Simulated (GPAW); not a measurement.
Consider SrVO3 (Pm-3m).

```xyz
5
Lattice="3.8409 0.0000 0.0000 0.0000 3.8409 0.0000 0.0000 0.0000 3.8409" Properties=species:S:1:pos:R:3 pbc="T T T"
Sr    1.9204    1.9204    1.9204
V     0.0000    0.0000    0.0000
O     0.0000    0.0000    1.9204
O     0.0000    1.9204    0.0000
O     1.9204    0.0000    0.0000
```

Absorber: atom 2, with 6 O at 1.92 Å (octahedral, site symmetry m-3m). Method: GPAW, PBE, excited-electron core hole (neutral cell), 20-atom cell with 6.7 Å between holes, 5×5×5 k points, dipole transitions, Gaussian full width 1.01 eV up to 4 eV, rising linearly to 3.5 eV at 25 eV.

Q: What does the V K edge look like?

Main maxima up to 30 eV above the zero (height): 4.0 eV (0.41), 14.9 eV (2.79) and 22.9 eV (2.48). A K edge sees empty p states. The first eV above the zero hold little dipole weight, as the lowest empty bands are of d character; the main edge, of 4p character, rises through 0.6 near 12 eV above the zero. The total-energy difference is 5461.37 eV. The tabulated edge of the element is 5465 eV. The functional leaves an error of a few eV in such absolute values.

The V K spectrum (energy from the lowest empty level; intensity scaled to a mean of 1 over the first 20 eV):

| E (eV) | intensity |
| --- | --- |
| -2.0 | 0.00 |
| -1.5 | 0.00 |
| -1.0 | 0.00 |
| -0.5 | 0.00 |
| 0.0 | 0.01 |
| 0.5 | 0.03 |
| 1.0 | 0.08 |
| 1.5 | 0.15 |
| 2.0 | 0.21 |
| 2.5 | 0.23 |
| 3.0 | 0.26 |
| 3.5 | 0.36 |
| 4.0 | 0.41 |
| 4.5 | 0.34 |
| 5.0 | 0.20 |
| 5.5 | 0.12 |
| 6.0 | 0.12 |
| 6.5 | 0.12 |
| 7.0 | 0.10 |
| 7.5 | 0.08 |
| 8.0 | 0.07 |
| 8.5 | 0.06 |
| 9.0 | 0.06 |
| 9.5 | 0.07 |
| 10.0 | 0.09 |
| 10.5 | 0.14 |
| 11.0 | 0.24 |
| 11.5 | 0.41 |
| 12.0 | 0.69 |
| 12.5 | 1.11 |
| 13.0 | 1.65 |
| 13.5 | 2.19 |
| 14.0 | 2.58 |
| 14.5 | 2.76 |
| 15.0 | 2.78 |
| 15.5 | 2.72 |
| 16.0 | 2.60 |
| 16.5 | 2.45 |
| 17.0 | 2.31 |
| 17.5 | 2.23 |
| 18.0 | 2.22 |
| 18.5 | 2.25 |
| 19.0 | 2.25 |
| 19.5 | 2.21 |
| 20.0 | 2.15 |
| 20.5 | 2.13 |
| 21.0 | 2.17 |
| 21.5 | 2.26 |
| 22.0 | 2.38 |
| 22.5 | 2.46 |
| 23.0 | 2.47 |
| 23.5 | 2.43 |
| 24.0 | 2.34 |
| 24.5 | 2.22 |
| 25.0 | 2.09 |
| 25.5 | 1.94 |
| 26.0 | 1.80 |
| 26.5 | 1.68 |
| 27.0 | 1.62 |
| 27.5 | 1.62 |
| 28.0 | 1.69 |
| 28.5 | 1.79 |
| 29.0 | 1.91 |
| 29.5 | 2.00 |
| 30.0 | 2.06 |
| 30.5 | 2.08 |
| 31.0 | 2.04 |
| 31.5 | 1.95 |
| 32.0 | 1.84 |

The hole lies in one spin channel, while the script sums the empty states of both and takes the lower zero; where the two channels are split, this blurs and shifts the curve. The unit cell's mesh shows no gap over 0.35 eV. That is right for a metallic compound; for a small-gap or correlated insulator it would be the fault of the functional or of the assumed magnetic order, and the hole would be screened too well. Quadrupole 1s→3d transitions, which feed the pre-edge, are not in the dipole spectrum. The starting moments shrank to 0.00 μB or less, so this is hardly a magnetic state. The mesh is coarse (0.23 Å⁻¹ between points), so small maxima may be mesh ripples. Lifetime broadening is put in by hand, and intensities beyond about 20 eV depend on it and on the partial waves. The structure is a published determination, not relaxed.

[Banner, clock and machine lines of the logs are left out without a mark of their own.]

[Logs are printed without paths, hosts, clocks, repeated set-up lines and the standing remarks that a program may print on its own settings, such as how far it seeks lower states.]

[Hosts, paths, dates, database ids (printed as entryN), source tags and the programs' standing remarks are cut or masked in the printed files.]

[Lists of maxima count a maximum above −3 eV only where it reaches 4 % of the highest in the window and stands out from its surroundings by 2 % of it (1.5 % where it reaches 55 %); shoulders and weaker maxima are passed over, and of the rest the first, up to two pre-edge ones and the few strongest are named.]
